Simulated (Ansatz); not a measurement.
# What Ca3SiS (model cell, started as antiperovskite) distorts into, part 2 of 3

Aim: this structure of Ca3SiS (model cell, started as antiperovskite) is to be tested for unstable modes, and one is followed downhill.

Ansatz 0.2.0; DFT PBEsol, scalar-relativistic, plane waves, PAW; PAW set soft_1.

So far, highest frequency on the path or at a solved wavevector (cm⁻¹): step 2 (response at finite wavevector) 410. Also lowest frequency on the path (cm⁻¹): step 2 -107.

The structure was built from a prototype and need not be the compound's stable phase.

**4. The mode frozen in, largest atomic shift 0.6 Å**

The atoms are moved along the unstable eigenvector, the largest shift by 0.6 Å, with the cell fixed.

input.yaml reads:

```yaml
crystal:
  lattice:
    - [5.1680341995, 5.1680341995, 0.0]
    - [5.1680341995, 0.0, 5.1680341995]
    - [5.1680341995, 0.0, -5.1680341995]
  atoms:
    - { symbol: Si, position: [0.0, 0.0, 0.0] }
    - { symbol: Si, position: [0.0, 0.5, 0.5] }
    - { symbol: S, position: [0.5, 0.25, 0.75] }
    - { symbol: S, position: [0.5, 0.75, 0.25] }
    - { symbol: Ca, position: [0.5, 0.4419508485, 0.4419508485] }
    - { symbol: Ca, position: [0.5, 0.0580491515, 0.0580491515] }
    - { symbol: Ca, position: [0.0, 0.5, 0.0] }
    - { symbol: Ca, position: [0.0, 0.0, 0.5] }
    - { symbol: Ca, position: [0.5, 0.5580491515, -0.0580491515] }
    - { symbol: Ca, position: [0.5, -0.0580491515, 0.5580491515] }
kpoints:
  mp_grid: { grid: [8, 8, 8] }
hamiltonian:
  xc: pbesol
  pseudopotentials: { kind: paw, azcp: { folder: soft_1 }, xc_functional: pbe }
scf:
  occupations: { method: methfessel_paxton, width: 0.2 }
output:
  forces: true
  stress: true
  eigenvalues: true
```

Launch:

```console
ansatz run input.yaml --threads 8 --pin off --max-ram 16384MiB --backend cpu --events-out ev --progress --plain --runs-dir out
```

Numbers of over 12 decimals in the logs are rounded to 6 here.

What it wrote:

```text
[...]
Crystal: 10 atoms, lattice volume = 276.062 Å³
Basis set: ecut = 420 eV, 5329 PW (Γ), exchange–correlation on 100×100×100 points (8 copies of the dense FFT grid, shifted against one another)
Bands: 50, of which v1, the nominal top of the filled ones, is band 40 counted from 1 (39 counted from 0)
Symmetry: 16 space group operations
[...]
k-points: 59 of 512
[...]
k-point 0: bands = [... 36 lower, 5.3179, 6.4850, 6.5639, 6.5639, 6.9847, 7.0169, 7.2332, 7.2332, ... 6 higher]
  k-point 1: bands = [... 36 lower, 5.3254, 6.1137, 6.3146, 6.3173, 7.1806, 7.2190, 7.3618, 7.3820, ... 6 higher]
  k-point 2: bands = [... 36 lower, 5.3359, 5.6254, 5.9948, 6.0100, 7.3482, 7.3835, 7.5104, 7.8126, ... 6 higher]
  k-point 58: bands = [... 36 lower, 5.2306, 5.9200, 6.0731, 6.0731, 7.7336, 7.7336, 7.8484, 7.8610, ... 6 higher]
[key lines of the parts left out:]
SCF converged after 8 iterations
Free energy (F): -13784.660943 eV
Fermi energy:    6.764403 eV
P = ⅓ Tr σ = -0.5629 GPa (-5.629 kbar)
```

Elapsed: 5.6 s, on 8 threads of Arm Neoverse V2, shared host; peak memory 1.2 GiB; 42 s of CPU time.

This step gave:

- pressure: -0.5629 GPa
- gap on the k-mesh: 0.4208 eV
- energy from the undistorted cell: -88.07 meV/atom

The energy, extrapolated to zero smearing, is -88.07 meV/atom against the undistorted cell.

The run ends at a pressure of -0.56 GPa, with forces up to 0.49 eV/Å.

**5. Energy along the mode, all amplitudes (two of the runs are shown above)**

An imaginary frequency means negative curvature, so the energy should fall and then rise again as anharmonic terms take over.

Numbers from this step:

| Item | Value |
| --- | --- |
| depth at the lowest point sampled | 88.07 meV/atom |
| largest atomic shift at that point | 0.6 Å |

Table of energy from the parent by largest atomic shift:

```tsv
largest atomic shift (Å)	energy from the parent (meV/atom)
0.000	0
0.040	-0.519
0.080	-2.07
0.140	-6.29
0.220	-15.2
0.320	-31.0
0.450	-56.7
0.600	-88.1
```

Displacement at unit largest shift by atom:

```tsv
atom	x (Å)	y (Å)	z (Å)	size
Si1	0.00	0.00	0.00	0.00
Si2	0.00	0.00	0.00	0.00
S3	0.00	0.00	0.00	0.00
S4	0.00	0.00	0.00	0.00
Ca5	-1.00	0.00	0.00	1.00
Ca6	1.00	0.00	0.00	1.00
Ca7	0.00	0.00	0.00	0.00
Ca8	0.00	0.00	0.00	0.00
Ca9	0.00	0.00	1.00	1.00
Ca10	0.00	0.00	-1.00	1.00
```

The lowest of the steps tried is the last one, at 0.6 Å, 88.1 meV/atom below the parent; the bottom of the well need not coincide with a step.

**6. Relaxation from the frozen mode**

Starting from the lowest point found, all atoms and the cell are let go, so that strain and other modes of the same symmetry can join in.

Edit input.yaml of step 4 so:

```diff
@@ -27 +27,6 @@
   eigenvalues: true
+relax:
+  adjacent_minimum: "off"
+  f_tol: 0.002
+  max_steps: 120
+  cell: { stress_tol: 0.03 }
```

What it wrote:

```text
[...]
Crystal: 10 atoms, lattice volume = 276.062 Å³
Basis set: ecut = 420 eV, 5329 PW (Γ), exchange–correlation on 100×100×100 points (8 copies of the dense FFT grid, shifted against one another)
Bands: 50, of which v1, the nominal top of the filled ones, is band 40 counted from 1 (39 counted from 0)
Symmetry: 16 space group operations
[...]
k-points: 59 of 512
[...]
SCF iter   1: F=—  HF=-13785.546254 eV  |F-HF|=—  |Δ(HF+E_count)|=         —  Δρ=2.64e-2  dr2=3.09e0  ethr=3.10e-3  ⟨swp⟩=11.4  Hψ=14992  notcnv=0
[...]
SCF iter   8: F=-13784.660943 eV  HF=-13784.660943 eV  |F-HF|=1.07e-9  |Δ(HF+E_count)|=   1.34e-8  S|Δr|=    0.00e0  Δρ=1.53e-6  dr2=6.83e-9  ethr=1.25e-10  ⟨swp⟩=14.8  Hψ=15060  notcnv=0
SCF 1 converged in 8 iterations: F = -13784.660943 eV  dr2 = 6.83e-9
[...]
relax step   1: F+E_penalty+E_count = -13784.66094278 eV  Δ(F+E_penalty+E_count) = +0.000e0 eV  max|allowed force component| = 4.905e-1 eV/Å  Δτ_max = 0.0000 Å  P = -0.563 GPa  Ω = 276.062 Å³  (8 SCF iters, dr2 threshold 1.00e-7 eV, accepted)
Crystal: 10 atoms, lattice volume = 271.461 Å³
Basis set: ecut = 420 eV, 5225 PW (Γ), exchange–correlation on 100×100×100 points (8 copies of the dense FFT grid, shifted against one another)
[...]
SCF iter   6: F=-13784.967620 eV  HF=-13784.967620 eV  |F-HF|=5.08e-8  |Δ(HF+E_count)|=   9.80e-7  S|Δr|=    0.00e0  Δρ=5.97e-6  dr2=7.96e-8  ethr=1.25e-9  ⟨swp⟩=10.9  Hψ=14833  notcnv=0
SCF 2 converged in 6 iterations: F = -13784.967620 eV  dr2 = 7.96e-8
[...]
relax step   2: F+E_penalty+E_count = -13784.96761964 eV  Δ(F+E_penalty+E_count) = -3.067e-1 eV  max|allowed force component| = 1.812e-1 eV/Å  Δτ_max = 0.1950 Å  P = -0.157 GPa  Ω = 271.461 Å³  energy of the carried Pulay correction = +8.140e-5 eV  (6 SCF iters, dr2 threshold 1.00e-6 eV, accepted)
Crystal: 10 atoms, lattice volume = 269.613 Å³
[...]
SCF iter   6: F=-13784.976428 eV  HF=-13784.976428 eV  |F-HF|=3.94e-9  |Δ(HF+E_count)|=   4.42e-7  S|Δr|=    0.00e0  Δρ=4.55e-6  dr2=6.40e-8  ethr=1.25e-9  ⟨swp⟩=10.0  Hψ=12772  notcnv=0
SCF 3 converged in 6 iterations: F = -13784.976428 eV  dr2 = 6.40e-8
relax step   3: F+E_penalty+E_count = -13784.97642805 eV  Δ(F+E_penalty+E_count) = -8.808e-3 eV  max|allowed force component| = 1.568e-1 eV/Å  Δτ_max = 0.0970 Å  P = +0.154 GPa  Ω = 269.613 Å³  energy of the carried Pulay correction = +1.145e-4 eV  (6 SCF iters, dr2 threshold 1.00e-6 eV, accepted)
[...]
relax step   4: F+E_penalty+E_count = -13784.98921479 eV  Δ(F+E_penalty+E_count) = -1.279e-2 eV  max|allowed force component| = 8.202e-3 eV/Å  Δτ_max = 0.0447 Å  P = +0.131 GPa  Ω = 270.045 Å³  energy of the carried Pulay correction = +1.067e-4 eV  (5 SCF iters, dr2 threshold 1.00e-6 eV, accepted)
[...]
relax step   5: F+E_penalty+E_count = -13784.98979047 eV  Δ(F+E_penalty+E_count) = -5.757e-4 eV  max|allowed force component| = 9.848e-4 eV/Å  Δτ_max = 0.0028 Å  P = -0.031 GPa  Ω = 270.872 Å³  energy of the carried Pulay correction = +9.193e-5 eV  (4 SCF iters, dr2 threshold 2.27e-7 eV, accepted)
[...]
relax step   6: F+E_penalty+E_count = -13784.98981279 eV  Δ(F+E_penalty+E_count) = -2.233e-5 eV  max|allowed force component| = 1.222e-4 eV/Å  Δτ_max = 0.0002 Å  P = -0.002 GPa  Ω = 270.701 Å³  energy of the carried Pulay correction = +9.499e-5 eV  (4 SCF iters, dr2 threshold 5.20e-9 eV, accepted)
[...]
SCF iter   5: F=-13784.989724 eV  HF=-13784.989724 eV  |F-HF|=1.82e-12  |Δ(HF+E_count)|=  3.64e-12  S|Δr|=    0.00e0  Δρ=5.25e-8  dr2=7.53e-12  ethr=1.00e-12  ⟨swp⟩=5.3  Hψ=10245  notcnv=0
SCF 7 converged in 5 iterations: F = -13784.989724 eV  dr2 = 7.53e-12
relax step   7: F+E_penalty+E_count = -13784.98972360 eV  Δ(F+E_penalty+E_count) = +8.919e-5 eV  max|allowed force component| = 1.178e-4 eV/Å  Δτ_max = 0.0000 Å  P = -0.002 GPa  Ω = 270.701 Å³  stress off target by 2.17e-3 GPa  SCF on the basis re-selected at this cell (its energy is not comparable with the rows above)  (5 SCF iters)
basis re-selected at this cell: Δ(F+E_penalty+E_count) = +8.919e-5 eV, ΔP = -0.000 GPa vs the last step (what re-selecting the basis moved, of the pressure what is left beyond the Pulay correction that the steps carried, after the strain that the cell walked since its last selection, with what the two solves' SCF thresholds leave and, on support functions, any second-order correction that the steps lacked; it is no m [...]
SCF converged after 5 iterations
[...]
Free energy (F): -13784.989724 eV
[...]
Internal energy: -13784.991073 eV  (E = F + TS)
E sigma→0 (E₀):  -13784.990061 eV
Entropy (-TS):   0.001350 eV (0.135 meV/atom)
Fermi energy:    6.891019 eV
[...]
--- Forces (eV/Å), atoms counted from 1 ---
  atom   1  Si     0.00000000     0.00000000     0.00000000
  atom   2  Si     0.00000000    -0.00000000    -0.00000000
  atom   3  S      0.00000000    -0.00000000     0.00000000
  atom   4  S      0.00000000     0.00000000    -0.00000000
  atom   5  Ca    -0.00011782     0.00000000     0.00000000
  atom   6  Ca     0.00011782     0.00000000     0.00000000
  atom   7  Ca     0.00000000     0.00000000     0.00000000
  atom   8  Ca    -0.00000000    -0.00000000    -0.00000000
  atom   9  Ca     0.00000000    -0.00000000     0.00011782
  atom  10  Ca     0.00000000     0.00000000    -0.00011782
  max |Σ_I F_I| component: 8.67e-18 eV/Å
--- Stress (GPa, compression-positive) ---
       -0.001506      -0.000000      -0.000000
       -0.000000      -0.002168      -0.000000
       -0.000000      -0.000000      -0.001506
  P = ⅓ Tr σ = -0.0017 GPa (-0.017 kbar)
--- Band table (eV; the first three rows and the last of 59) ---
  k-point 0: bands = [... 36 lower, 5.4169, 6.3017, 6.5940, 6.5940, 7.0453, 7.1900, 7.6923, 7.6923, ... 6 higher]
  k-point 1: bands = [... 36 lower, 5.4297, 6.0859, 6.3694, 6.3889, 7.2340, 7.4475, 7.7115, 7.7536, ... 6 higher]
  k-point 2: bands = [... 36 lower, 5.4508, 5.7341, 6.0818, 6.1017, 7.5337, 7.6882, 7.7872, 7.8854, ... 6 higher]
  k-point 58: bands = [... 36 lower, 5.4495, 5.8358, 6.3273, 6.3273, 7.8573, 7.8573, 8.0334, 8.0397, ... 6 higher]
--- Relaxed structure (6 steps of the walk, 6 accepted, 1 SCFs on fresh bases) ---
  F+E_penalty+E_count = -13784.98972360 eV   max|allowed force component| = 1.178e-4 eV/Å   (the final SCF, on the basis selected at the relaxed cell)
  cell:  # Å, volume = 270.7005 Å³
    - [5.096976, 5.209954, 0.0]
    - [5.096976, 0, 5.096976]
    - [5.096976, 0, -5.096976]
  atoms:
    - { symbol: Si, position: [0, -2.6853126879766233e-19, -2.6853126879766233e-19] }
    - { symbol: Si, position: [0.0, 0.5, 0.5] }
    - { symbol: S, position: [0.500000, 0.250000, 0.75] }
    - { symbol: S, position: [0.500000, 0.75, 0.250000] }
    - { symbol: Ca, position: [0.500000, 0.417729, 0.417729] }
    - { symbol: Ca, position: [0.500000, 0.082271, 0.082271] }
    - { symbol: Ca, position: [0, 0.5, 0.0] }
    - { symbol: Ca, position: [0, 0.0, 0.5] }
    - { symbol: Ca, position: [0.500000, 0.582271, -0.082271] }
    - { symbol: Ca, position: [0.500000, -0.082271, 0.582271] }
```

Elapsed: 36 s, on 8 threads; peak memory 1.3 GiB.

Step by step:

```tsv
step	energy less that of the first step (eV)	largest force component (eV/Å)	pressure (GPa)	volume (Å³)
1	0.0000	0.4905	-0.56	276.06
2	-0.3067	0.1812	-0.16	271.46
3	-0.3155	0.1568	0.15	269.61
4	-0.3283	0.0082	0.13	270.05
5	-0.3288	0.0010	-0.03	270.87
6	-0.3289	0.0001	0.00	270.70
7*	-0.3288	0.0001	0.00	270.70
```

Relaxation steps marked * repeat the geometry before them on a plane-wave basis chosen anew for their cell, so energy and pressure can jump there.

The run keeps the 16 symmetry operations that it works with, so distortions that break them were not tested.

```tsv
conventional cell, symmetrised	before	after	change
a (Å)	7.309	7.208	-1.4 %
b (Å)	7.309	7.208	-1.4 %
c (Å)	10.336	10.420	+0.8 %
volume (Å³/atom)	27.61	27.07	-1.9 %
```

The atoms that moved most (Å, as changes of fractional coordinates times the final cell):

```tsv
atom	dx	dy	dz	length
Ca5	-0.247	0.000	0.000	0.247
Ca10	0.000	0.000	-0.247	0.247
Ca6	0.247	0.000	0.000	0.247
Ca9	0.000	0.000	0.247	0.247
```

This step gave:

```
pressure          : -0.001727 GPa
volume per atom   : 27.07 Å³
gap on the k-mesh : 0.4513 eV
```

The distorted start has space group I4/mcm; the relaxation ends in I4/mcm.

**7. The new phase in its own primitive cell**

The relaxed structure is symmetrised, reduced to its primitive cell and relaxed tightly, as its phonons need.

input.yaml reads:

```yaml
crystal:
  lattice:
    - [-3.6041065963, 3.6041065963, 5.2099537936]
    - [3.6041065963, -3.6041065963, 5.2099537936]
    - [3.6041065963, 3.6041065963, -5.2099537936]
  atoms:
    - { symbol: Si, position: [0.75, 0.25, 0.5] }
    - { symbol: Si, position: [0.25, 0.75, 0.5] }
    - { symbol: S, position: [0.0, 0.0, 0.0] }
    - { symbol: S, position: [0.5, 0.5, 0.0] }
    - { symbol: Ca, position: [0.3322706426, 0.8322706426, 0.1645412851] }
    - { symbol: Ca, position: [0.6677293574, 0.1677293574, 0.8354587149] }
    - { symbol: Ca, position: [0.75, 0.75, 0.0] }
    - { symbol: Ca, position: [0.25, 0.25, 0.0] }
    - { symbol: Ca, position: [0.8322706426, 0.6677293574, 0.5] }
    - { symbol: Ca, position: [0.1677293574, 0.3322706426, 0.5] }
kpoints:
  mp_grid: { grid: [6, 6, 6] }
hamiltonian:
  xc: pbesol
  pseudopotentials: { kind: paw, azcp: { folder: soft_1 }, xc_functional: pbe }
scf:
  occupations: { method: fixed }
output:
  forces: true
  stress: true
  eigenvalues: true
relax:
  adjacent_minimum: "off"
  f_tol: 0.001
  max_steps: 60
  cell: { stress_tol: 0.01 }
```

What it wrote:

```text
[...]
Crystal: 10 atoms, lattice volume = 270.701 Å³
Basis set: ecut = 420 eV, 5225 PW (Γ), exchange–correlation on 100×100×100 points (8 copies of the dense FFT grid, shifted against one another)
Bands: 50, of which v1, the nominal top of the filled ones, is band 40 counted from 1 (39 counted from 0)
Symmetry: 16 space group operations
[...]
k-points: 30 of 216
[...]
- { symbol: Si, position: [0.250000, 0.75, 0.500000] }
    - { symbol: S, position: [0.0, 0.0, 0.0] }
    - { symbol: S, position: [0.5, 0.5, 0.0] }
    - { symbol: Ca, position: [0.332271, 0.832271, 0.164541] }
    - { symbol: Ca, position: [0.667729357425, 0.167729, 0.835459] }
    - { symbol: Ca, position: [0.75, 0.75, 0.0] }
    - { symbol: Ca, position: [0.25, 0.25, 0.0] }
    - { symbol: Ca, position: [0.832271, 0.667729, 0.500000] }
    - { symbol: Ca, position: [0.167729357425, 0.332271, 0.500000] }
[key lines of the parts left out:]
SCF converged after 8 iterations
Free energy (F): -13784.989764 eV
Fermi energy:    6.593938 eV
P = ⅓ Tr σ = -0.0009 GPa (-0.009 kbar)
```

Elapsed: 6.8 s, on 8 threads; peak memory 1 GiB.

Little changed from the start: no atom moved by 0.005 Å and no cell edge by 0.1 %.

This step gave:

| Quantity | Value |
| --- | --- |
| pressure | -8.90e-4 GPa |
| gap on the k-mesh | 0.4516 eV |
| direct gap on mesh | 0.4516 eV |

The largest force component left is 0.083 meV/Å and the pressure is -0.001 GPa, within the tolerances set. The cell now holds 27.07 Å³/atom.

[end of part 2 of 3]

[Logs are printed without paths, hosts, clocks, repeated set-up lines and the standing remarks that a program may print on its own settings, such as how far it seeks lower states.]

[Hosts, paths, dates, database ids (printed as entryN), source tags and the programs' standing remarks are cut or masked in the printed files.]
